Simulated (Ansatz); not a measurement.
## 1T-CrSSe monolayer in a perpendicular field

Aim: how the 1T-CrSSe monolayer screens a field along its normal, and what the field does to its bands. A positive field points along +c.

Method: plane-wave DFT, PBE-D3(BJ), Ansatz PAW, in Ansatz 0.2.0.

### Step 1. Set-up

The cell holds 3 atoms: 1 Se, 1 Cr and 1 S. Its edges and angles: a = 3.125 Å, b = 3.125 Å, c = 37.248 Å, α = 90.0°, β = 90.0°, γ = 120.0°. Vacuum lies along c.

### Step 2. Relaxation

The starting cell is a guess, so the in-plane lattice and the atoms are relaxed first, with the slab cut off from its images along the normal.

Contents of input.yaml:

```yaml
crystal:
  lattice:
    - [3.125, 0.0, 0.0]
    - [-1.5625, 2.7063293868, 0.0]
    - [0.0, 0.0, 37.2484613474]
  atoms:
    - { symbol: Se, position: [0.6666666667, 0.3333333333, 0.4577370281] }
    - { symbol: Cr, position: [0.0, 0.0, 0.5030645829], spin: 3.0 }
    - { symbol: S, position: [0.3333333333, 0.6666666667, 0.5422629719] }
  periodic: [true, true, false]
magnetization:
  spin_polarized: true
kpoints:
  mp_grid: { grid: [12, 12, 1] }
hamiltonian:
  xc: pbe
  dispersion: d3bj
scf:
  occupations: { method: fermi_dirac, width: 0.05 }
  convergence: { dr2_threshold: 1.0e-09 }
relax:
  f_tol: 0.004
  max_steps: 90
  cell: {}
output:
  write_potential: true
  write_density: true
  volumetric_format: npy
```

On the command line:

```bash
$ ansatz run input.yaml --threads 2 --pin off --max-ram 3072MiB --backend cpu --events-out ev --progress --plain --runs-dir out
```

Numbers of over 12 decimals in the logs are rounded to 6 here.

Output:

```text
Warning: relax.cell: scf.convergence.dr2_threshold = 1e-9 eV is looser than the 1.73528729265e-10 eV advised for a relaxation that steers and ends on the stress (1e-10 eV for each atom of the cell: 3, times the square of relax.cell.stress_2d_tol = 0.05 N/m over 13.1 Å (the atoms' height at the walk's start and 5 Å past either face), 3.803e-2 GPa, over a crystal's default 0.05). What an SCF threshold leaves in a stress goes as its square root, and in the free energy as the threshold itself, and one threshold admits the most on a small cell: [figures from the program's tests cut] Set scf.convergence.dr2_threshold to 1.73528729265e-10 eV or tighter. [rest of the remark cut]
Engine: ansatz 0.2.0, aarch64-unknown-linux-gnu
Pseudopotentials: kind: paw
Pseudopotential: Se, paw, valence charge 16, recommended cutoff 420 eV (normal), Se.paw.azcp
Pseudopotential: Cr, paw, valence charge 14, recommended cutoff 420 eV (normal), Cr.paw.azcp
Pseudopotential: S, paw, valence charge 6, recommended cutoff 420 eV (normal), S.paw.azcp
Functional definition: PBE
  parameter kappa = 0.804
  parameter beta = 0.066725
  exchange = pbe_x(kappa = kappa, mu = beta*pi^2/3)
  correlation = pbe_c(beta = beta)
Crystal: 3 atoms, lattice volume = 315.021 Å³
Basis set: ecut = 420 eV, 6113 PW (Γ), exchange–correlation on 48×48×500 points (8 copies of the dense FFT grid, shifted against one another)
Bands: 24, of which v1, the nominal top of the filled ones, is band 18 counted from 1 (17 counted from 0)
Symmetry: 6 space group operations
Space group: P3m1 (ITA 156), of the structure as read, at distance tolerance 6.8e-5 Å
Magnetic group: BNS 156.49 (UNI 1279), of the structure as read, at distance tolerance 6.8e-5 Å
k-points: 19 of 144 (time reversal used)
Non-local potential: Se, projectors of the file, l = 0: 2, l = 1: 2, l = 2: 3, l = 3: 1
Non-local potential: Cr, projectors of the file, l = 0: 3, l = 1: 2, l = 2: 3, l = 3: 1
Non-local potential: S, projectors of the file, l = 0: 2, l = 1: 2, l = 2: 2
PAW form: soft (Blöchl's): semilocal exchange-correlation on the pseudo side does not see the compensation charge
PAW one-centre angular grid: Se, 590 points (default); XC on 64 Gauss nodes
PAW one-centre angular grid: Cr, 590 points (default); XC on 64 Gauss nodes
PAW one-centre angular grid: S, 110 points (default); XC on 64 Gauss nodes
Initial density: superposition of atomic densities (neutral atoms: chi_scale 0, normalization atom)
Starting moments: Σ|m| = 3 μB on 1 of 3 sites
Initial wavefunctions: pseudopotential atomic-orbital guess
Functional: x = pbe(κ = 0.804, μ = 0.219515), c = pbe(β = 0.066725)
SCF iter   1: F=—  HF=-9752.356781 eV  |F-HF|=—  |Δ(HF+E_count)|=         —  Δρ=3.20e-2 (↑3.20e-2 ↓1.67e-2)  dr2=7.65e0  dr2_m=3.46e-1  M=2.014 μB ∫|m|=2.491 μB  β_m=0.30  ethr=3.10e-3  ⟨swp⟩=16.2  Hψ=7754  notcnv=0
Mixer restart at iter 1: flushing history
preconditioner: auto → LDOS  [metal: Δε(μ)=0.072 eV  Ē_g=9.304 eV  σ=0.050 eV  W_gap=0.33  n_scr=22 (ndim 8)  ℏωp=8.9 eV  f_vac=0.804  D(μ)=2.84/eV (n_scr^D=14)]
spin=Collinear: LDOS preconditioning applied to the charge; magnetization (m = ρ↑ − ρ↓) channel mixes plain (no charge-response kernel on spin).
SCF iter   2: F=—  HF=-9751.260198 eV  |F-HF|=—  |Δ(HF+E_count)|=    1.10e0  Δρ=1.70e-2 (↑1.70e-2 ↓1.12e-2)  dr2=2.89e0  dr2_m=1.02e-1  M=2.060 μB ∫|m|=2.552 μB  β_m=0.47  ethr=3.10e-3  ⟨swp⟩=3.7  Hψ=2241  notcnv=0  defer=36
SCF iter   3: F=—  HF=-9750.925832 eV  |F-HF|=—  |Δ(HF+E_count)|=   3.34e-1  Δρ=3.48e-3 (↑2.40e-3 ↓3.48e-3)  dr2=8.40e-2  dr2_m=9.00e-3  M=2.075 μB ∫|m|=2.573 μB  β_m=0.53  ethr=3.10e-3  ⟨swp⟩=4.0  Hψ=2061  notcnv=0  defer=36
SCF iter   4: F=—  HF=-9750.954133 eV  |F-HF|=—  |Δ(HF+E_count)|=         —  Δρ=1.66e-3 (↑1.60e-3 ↓1.66e-3)  dr2=2.76e-3  dr2_m=6.02e-3  M=1.991 μB ∫|m|=2.459 μB  β_m=0.53  ethr=2.33e-4  ⟨swp⟩=3.3  Hψ=2022  notcnv=0  defer=36
SCF iter   5: F=—  HF=-9750.959576 eV  |F-HF|=—  |Δ(HF+E_count)|=   5.44e-3  Δρ=7.33e-4 (↑6.25e-4 ↓7.33e-4)  dr2=4.14e-4  dr2_m=1.03e-3  M=1.995 μB ∫|m|=2.459 μB  β_m=0.73  ethr=7.66e-6  ⟨swp⟩=3.6  Hψ=2014  notcnv=0  defer=36
SCF iter   6: F=—  HF=-9750.961787 eV  |F-HF|=—  |Δ(HF+E_count)|=   2.21e-3  Δρ=1.29e-4 (↑5.97e-5 ↓1.29e-4)  dr2=6.21e-5  dr2_m=1.83e-5  M=1.996 μB ∫|m|=2.452 μB  β_m=0.72  ethr=1.15e-6  ⟨swp⟩=3.4  Hψ=2323  notcnv=0  defer=36
SCF iter   7: F=—  HF=-9750.961805 eV  |F-HF|=—  |Δ(HF+E_count)|=   1.79e-5  Δρ=9.58e-5 (↑8.38e-5 ↓9.58e-5)  dr2=3.97e-6  dr2_m=2.30e-5  M=1.992 μB ∫|m|=2.445 μB  β_m=0.75  ethr=1.72e-7  ⟨swp⟩=3.4  Hψ=1755  notcnv=0  defer=36
SCF iter   8: F=—  HF=-9750.961808 eV  |F-HF|=—  |Δ(HF+E_count)|=   3.65e-6  Δρ=6.35e-5 (↑6.35e-5 ↓6.12e-5)  dr2=2.25e-6  dr2_m=1.10e-5  M=1.990 μB ∫|m|=2.442 μB  β_m=0.87  ethr=1.10e-8  ⟨swp⟩=3.2  Hψ=1726  notcnv=0  defer=36
SCF iter   9: F=—  HF=-9750.961816 eV  |F-HF|=—  |Δ(HF+E_count)|=   7.81e-6  Δρ=1.96e-5 (↑1.96e-5 ↓9.88e-6)  dr2=2.02e-6  dr2_m=4.63e-7  M=1.988 μB ∫|m|=2.439 μB  β_m=0.77  ethr=6.26e-9  ⟨swp⟩=3.2  Hψ=2001  notcnv=0  defer=36
SCF iter  10: F=—  HF=-9750.961816 eV  |F-HF|=—  |Δ(HF+E_count)|=   3.46e-7  Δρ=6.09e-6 (↑4.93e-6 ↓6.09e-6)  dr2=1.16e-7  dr2_m=7.67e-8  M=1.988 μB ∫|m|=2.439 μB  β_m=0.84  ethr=5.61e-9  ⟨swp⟩=3.3  Hψ=1650  notcnv=0  defer=36
SCF iter  11: F=—  HF=-9750.961817 eV  |F-HF|=—  |Δ(HF+E_count)|=   2.05e-7  Δρ=5.20e-6 (↑4.79e-6 ↓5.20e-6)  dr2=1.03e-8  dr2_m=7.07e-8  M=1.988 μB ∫|m|=2.439 μB  β_m=0.79  ethr=3.23e-10  ⟨swp⟩=3.4  Hψ=1763  notcnv=0  defer=36
SCF iter  12: F=—  HF=-9750.961817 eV  |F-HF|=—  |Δ(HF+E_count)|=   1.99e-7  Δρ=3.89e-7 (↑3.89e-7 ↓2.40e-7)  dr2=1.32e-9  dr2_m=1.28e-10  M=1.988 μB ∫|m|=2.439 μB  β_m=0.75  ethr=2.85e-11  ⟨swp⟩=3.3  Hψ=1990  notcnv=0  defer=36
SCF iter  13: F=-9750.961817 eV  HF=-9750.961817 eV  |F-HF|=2.11e-9  |Δ(HF+E_count)|=   8.15e-9  Δρ=5.94e-8 (↑4.73e-8 ↓5.94e-8)  dr2=5.24e-11  dr2_m=2.67e-12  M=1.988 μB ∫|m|=2.439 μB  ethr=2.78e-12  ⟨swp⟩=7.8  Hψ=6291  notcnv=0
SCF 1 converged in 13 iterations: F = -9750.961817 eV  dr2 = 5.24e-11
  greatest PAW one-centre occupation: 1.000 electrons in one spin orbital (limit 2), on the Cr atom at site 1 (counted from 0), in its partial waves of l = 0
relax step   1: F+E_penalty+E_count = -9750.96181686 eV  Δ(F+E_penalty+E_count) = +0.000e0 eV  max|allowed force component| = 7.743e-1 eV/Å  Δτ_max = 0.0000 Å  P = +3.552 N/m  Ω = 315.021 Å³  fix = [c, alpha, beta]  reactions: c +0.000 N/m  (13 SCF iters, accepted)
Crystal: 3 atoms, lattice volume = 337.577 Å³
[...]
relax step   7: F+E_penalty+E_count = -9751.18298653 eV  Δ(F+E_penalty+E_count) = -4.151e-3 eV  max|allowed force component| = 9.373e-4 eV/Å  Δτ_max = 0.0000 Å  P = +0.095 N/m  Ω = 358.207 Å³  fix = [c, alpha, beta]  reactions: c +0.000 N/m  stress off target by 9.47e-2 N/m on what of the cell is left free  SCF on the basis re-selected at this cell (its energy is not comparable with the rows above)  (9 SCF iters)
[...]
relax step   8: F+E_penalty+E_count = -9751.18303486 eV  Δ(F+E_penalty+E_count) = -4.833e-5 eV  max|allowed force component| = 1.086e-3 eV/Å  Δτ_max = 0.0022 Å  P = +0.006 N/m  Ω = 359.064 Å³  energy of the carried Pulay correction = -2.412e-5 eV  fix = [c, alpha, beta]  reactions: c +0.000 N/m  (7 SCF iters, accepted)
iter 1 solved again at ethr=1.10e-6 eV; its pass at ethr=3.10e-3 eV (dr2=3.96e-4 eV) is discarded
SCF iter   1: F=—  HF=-9751.180713 eV  |F-HF|=—  |Δ(HF+E_count)|=         —  Δρ=4.49e-5 (↑4.49e-5 ↓3.94e-5)  dr2=5.33e-7  dr2_m=7.78e-8  M=2.122 μB ∫|m|=2.880 μB  β_m=0.65  ethr=1.10e-6  ⟨swp⟩=4.6  Hψ=10023  notcnv=0
eigensolver tolerance schedule: the retry pair's looser diagonalisation over-reported the residual by 741.60 of it (diagonalisation noise at 0.36 of the residual, at the tolerance the schedule requests for it); recorded, not acted on — ethr = c·dr2/N_el stays at c = 1.0e-1
preconditioner: auto → LDOS  [metal: Δε(μ)=0.046 eV  Ē_g=8.397 eV  σ=0.050 eV  W_gap=0.23  n_scr=16 (ndim 8)  ℏωp=8.3 eV  f_vac=0.817  D(μ)=2.43/eV (n_scr^D=12)]
spin=Collinear: LDOS preconditioning applied to the charge; magnetization (m = ρ↑ − ρ↓) channel mixes plain (no charge-response kernel on spin).
SCF iter   2: F=—  HF=-9751.182488 eV  |F-HF|=—  |Δ(HF+E_count)|=   1.78e-3  Δρ=1.57e-5 (↑1.57e-5 ↓1.38e-5)  dr2=7.20e-8  dr2_m=9.62e-9  M=2.122 μB ∫|m|=2.880 μB  β_m=0.64  ethr=1.48e-9  ⟨swp⟩=4.2  Hψ=2499  notcnv=0
SCF iter   3: F=—  HF=-9751.183046 eV  |F-HF|=—  |Δ(HF+E_count)|=   5.58e-4  Δρ=9.82e-7 (↑9.82e-7 ↓8.67e-7)  dr2=1.84e-9  dr2_m=5.01e-11  M=2.122 μB ∫|m|=2.880 μB  β_m=0.64  ethr=2.00e-10  ⟨swp⟩=3.8  Hψ=1929  notcnv=0
SCF iter   4: F=—  HF=-9751.183057 eV  |F-HF|=—  |Δ(HF+E_count)|=   1.09e-5  Δρ=1.04e-7 (↑1.02e-7 ↓1.04e-7)  dr2=1.42e-10  dr2_m=2.66e-12  M=2.122 μB ∫|m|=2.880 μB  β_m=0.68  ethr=5.11e-12  ⟨swp⟩=3.7  Hψ=1856  notcnv=0
iter 5 met the thresholds in force, and the SCF goes on: an eigenvalue changes by 0.43 meV, over its tolerance of 0.05 meV (output.eigenvalues, Limitations)
SCF iter   5: F=-9751.183057 eV  HF=-9751.183057 eV  |F-HF|=7.93e-9  |Δ(HF+E_count)|=   1.93e-7  Δρ=3.25e-8 (↑3.20e-8 ↓3.25e-8)  dr2=5.55e-11  dr2_m=5.38e-13  M=2.122 μB ∫|m|=2.880 μB  β_m=0.68  ethr=1.00e-12  ⟨swp⟩=13.8  Hψ=6795  notcnv=0
iter 6 met the thresholds in force, and the SCF goes on: an eigenvalue changes by 0.21 meV, over its tolerance of 0.05 meV (output.eigenvalues, Limitations)
SCF iter   6: F=-9751.183057 eV  HF=-9751.183057 eV  |F-HF|=4.87e-10  |Δ(HF+E_count)|=   7.45e-9  Δρ=3.50e-8 (↑3.50e-8 ↓1.94e-8)  dr2=1.23e-11  dr2_m=2.74e-13  M=2.122 μB ∫|m|=2.880 μB  β_m=1.00  ethr=1.00e-12  ⟨swp⟩=7.5  Hψ=4662  notcnv=0
Mixer restart at iter 6: flushing history
SCF iter   7: F=-9751.183057 eV  HF=-9751.183057 eV  |F-HF|=2.91e-11  |Δ(HF+E_count)|=  5.42e-10  Δρ=2.68e-8 (↑2.68e-8 ↓1.94e-8)  dr2=2.89e-11  dr2_m=7.12e-14  M=2.122 μB ∫|m|=2.880 μB  ethr=1.00e-12  ⟨swp⟩=6.7  Hψ=4667  notcnv=0
SCF 9 converged in 7 iterations: F = -9751.183057 eV  dr2 = 2.89e-11
relax step   9: F+E_penalty+E_count = -9751.18305676 eV  Δ(F+E_penalty+E_count) = -2.190e-5 eV  max|allowed force component| = 1.076e-3 eV/Å  Δτ_max = 0.0000 Å  P = +0.006 N/m  Ω = 359.064 Å³  fix = [c, alpha, beta]  reactions: c +0.000 N/m  stress off target by 5.77e-3 N/m on what of the cell is left free  SCF on the basis re-selected at this cell (its energy is not comparable with the rows above)  (7 SCF iters)
basis re-selected at this cell: Δ(F+E_penalty+E_count) = -2.190e-5 eV, ΔP = -0.000 N/m vs the last step (what re-selecting the basis moved, of the pressure what is left beyond the Pulay correction that the steps carried, after the strain that the cell walked since its last selection, with what the two solves' SCF thresholds leave and, on support functions, any second-order correction that the steps lacked; it is no m [...]
WARN: The output density's exchange-correlation potential varies sharply where the density is thin. Do not read a vacuum level from v_tot or v_xc, or from such a field of the output density. On a cell that repeats whose density bears no net charge and no dipole along the vacuum's axis use v_es (v_loc + v_h of the components); under efield.dipole_correction with no amplitude use v_es + v_field, which holds any externa [...]
SCF converged after 7 iterations
an eigenvalue changed by more than its tolerance at an iteration that met the thresholds in force, so the SCF went on 2 times, its first undamped step at iteration 6: the last check found none over its tolerance
Magnetization: 2.1216 μB (19.0608 up, 16.9392 down)
Absolute magnetization: 2.8690 μB (∫|ρ↑−ρ↓|, with the PAW one-centre terms)
Spin contamination: 0.1966 ħ² per cell (⟨S²⟩ above its minimum at these occupations)
Per-site moments (μB) at R_I (Å): [(-0.170101, 1.036730), (2.166861, 0.949831), (-0.095146, 0.949831)]
Free energy (F): -9751.183057 eV
Harris-Foulkes:  -9751.183057 eV  (|F-HF|=2.91e-11)
Internal energy: -9751.163354 eV  (E = F + TS)
E sigma→0 (E₀):  -9751.173206 eV
Entropy (-TS):   -0.019702 eV (-6.567 meV/atom)
Fermi energy:    -5.577119 eV
--- Per-component energies (eV) ---
  E_band       = -1161.670648
  E_kinetic    = 566.764691
  E_local      = -100860.849829  (includes V_loc(G=0)·N_el)
  E_nonlocal   = -486.001459
  E_hartree    = 50004.079104
  E_xc         = -340.141935
  E_vxc        = -362.558376  (∫ρ·V_xc dr)
  E_paw        = -3708.079406  (= ΣΔE_a)
  E_vpaw       = -27.184115  (= ΣTr[D̂ρ^β])
  E_aug_tail   = -0.000226  (compensation charges beyond the density's cutoff)
  E_ewald      = 45073.834496
  E_disp       = -0.768790  (pairwise vdW)
  E_smearing   = -0.019702  (= −TS)
  E_closure    = 0.000000  (closes the sum)
  Σ components = -9751.183057   (vs F -9751.183057, Δ=0.00e0)
--- Forces (eV/Å), atoms counted from 1 ---
  atom   1  Se    -0.00000000    -0.00000000    -0.00107586
  atom   2  Cr    -0.00000000     0.00000000     0.00070648
  atom   3  S      0.00000000     0.00000000     0.00036965
  max |Σ_I F_I| component: 2.68e-7 eV/Å
--- 2D stress c σ (N/m, compression-positive) ---
        0.005770       0.000000      -0.000000
        0.000000       0.005770      -0.000000
       -0.000000      -0.000000       0.000000
  P = ½ c Tr σ = 0.0058 N/m
--- Band table (eV; the first three rows and the last of 38) ---
  k-point 0 ↑: bands = [... 14 lower, -7.2746, -6.8169, -6.8169, -5.9229, -4.6857, -4.6857, -2.4693, -2.4693, ... 2 higher]
  k-point 1 ↑: bands = [... 14 lower, -7.1635, -6.9125, -6.8991, -6.0416, -4.8890, -4.6920, -2.9155, -2.5655, ... 2 higher]
  k-point 2 ↑: bands = [... 14 lower, -7.6147, -7.0691, -6.9147, -6.2181, -5.1887, -4.7851, -3.5922, -2.7453, ... 2 higher]
  k-point 18 ↓: bands = [... 14 lower, -8.6154, -7.8414, -7.8001, -3.8286, -3.6502, -3.5662, -2.7210, -2.3321, ... 2 higher]
  the weakly bound empty levels are not read free of the cell's end (no_gap_told)
--- Relaxed structure (7 steps of the walk, 6 accepted, 2 SCFs on fresh bases) ---
  F+E_penalty+E_count = -9751.18305676 eV   max|allowed force component| = 1.076e-3 eV/Å   (the final SCF, on the basis selected at the relaxed cell)
  cell:  # Å, volume = 359.0645 Å³
    - [3.336313, 1.5640278577684982e-17, 0]
    - [-1.668156, 2.889332, 0]
    - [0, 0, 37.2484613474]
  atoms:
    - { symbol: Se, position: [0.666667, 0.333333, 0.460837] }
    - { symbol: Cr, position: [0, 0, 0.504178] }
    - { symbol: S, position: [0.333333, 0.666667, 0.538049] }
```

Wall time 2.3 min (2 threads of Arm Neoverse V2, shared host); peak memory 0.74 GiB; 4.6 min of CPU time.

The steps of the relaxation:

```csv
step,energy less that of the first step (eV),largest force component (eV/Å),volume (Å³)
1,0.0000,0.7743,315.02
2,-0.1693,0.3971,337.58
3,-0.2117,0.0616,365.16
4,-0.2170,0.0117,358.43
5,-0.2170,0.0261,357.97
6,-0.2170,0.0009,358.21
7*,-0.2212,0.0009,358.21
8,-0.2212,0.0011,359.06
9*,-0.2212,0.0011,359.06
```

Relaxation steps marked * repeat the geometry before them on a plane-wave basis chosen anew for their cell, so energy and pressure can jump there. Relaxation step 5 was tried and not accepted.

The run keeps the 6 symmetry operations that it works with, so distortions that break them were not tested.

```csv
cell as run,before,after,change
a (Å),3.125,3.336,+6.8 %
b (Å),3.125,3.336,+6.8 %
```

The atoms that moved most (Å, along periodic axes as changes of fractional coordinates times the final cell, across vacuum about the mean position):

```csv
atom,dx,dy,dz,length
S3,0.000,0.000,-0.157,0.157
Se1,0.000,0.000,0.115,0.115
Cr2,0.000,0.000,0.041,0.041
```

Final coordinates:

```
Se Cr S
1.0
     3.33631    0.00000    0.00000
    -1.66816    2.88933    0.00000
     0.00000    0.00000   37.24846
Se Cr S
1 1 1
Direct
  0.66667 0.33333 0.46084
  0.00000 0.00000 0.50418
  0.33333 0.66667 0.53805
```

Numbers from this step:

```
energy at zero smearing : -9751.1732 eV
total moment            : 2.122 μB
site moments            : -0.1701, 2.167, -0.09515 μB
```

Site moment by atom:

```csv
atom,site moment (μB)
Se1,-0.17
Cr2,2.17
S3,-0.10
```

The lattice constant a goes from 3.125 to 3.336 Å.

(Part 1 of 2 ends here.)

[Logs are printed without paths, hosts, clocks, repeated set-up lines and the standing remarks that a program may print on its own settings, such as how far it seeks lower states.]

[Hosts, paths, dates, database ids (printed as entryN), source tags and the programs' standing remarks are cut or masked in the printed files.]

[Maps of the electrostatic potential energy from Ansatz leave out the sawtooth potential of an applied field or a dipole correction, so their vacuum need not be flat; planar profiles and work functions include it.]
